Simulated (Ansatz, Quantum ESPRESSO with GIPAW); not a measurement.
# Two fields, one site: δ_iso and P_Q of 43Ca in Ca3SiO5

The line of one Ca site of Ca3SiO5 (atom 1; CaO6; site symmetry m) is simulated from calculated parameters (GIPAW shift with PBEsol, against aqueous Ca2+; field gradient by Ansatz). Under fast MAS the central transition of 43Ca (spin 7/2, |γ|/2π = 2.8689 MHz/T) has its centre of gravity at 57.17 ppm at 9.4 T and at 76.41 ppm at 20 T. The cell is the P6_3mc form of a database entry, atoms relaxed, static and at 0 K.

**Task.** Recover the isotropic shift and the quadrupolar product P_Q. What does that say of C_Q?

1. The centre of gravity is δ_cg = δ_iso − (3/40) F (P_Q/ν0)² × 10⁶, with F = [I(I+1) − 3/4]/[I²(2I−1)²] = 0.03401: a straight line in 1/ν0².

2. ν0 = 26.97 and 57.38 MHz, so 1/ν0² = 1.3750e-03 and 3.0374e-04 MHz⁻².

3. The slope is (57.17 − 76.41) / (1.3750e-03 − 3.0374e-04) = -1.7960e+04 ppm MHz², and the intercept δ_iso = 76.41 − slope × 3.0374e-04 = 81.9 ppm.

4. P_Q = √(−slope / [(3/40) F × 10⁶]) = 2.65 MHz.

5. P_Q = |C_Q|√(1 + η²/3), so |C_Q| lies between 2.30 (η = 1) and 2.65 MHz (η = 0); the shape of the line settles η. The calculation has |C_Q| = 2.45 MHz, η_Q = 0.73 and δ_iso = 81.9 ppm. Reading the 9.4 T position as the shift would be off by -24.7 ppm.

[Hosts, paths, dates, database ids (printed as entryN), source tags and the programs' standing remarks are cut or masked in the printed files.]
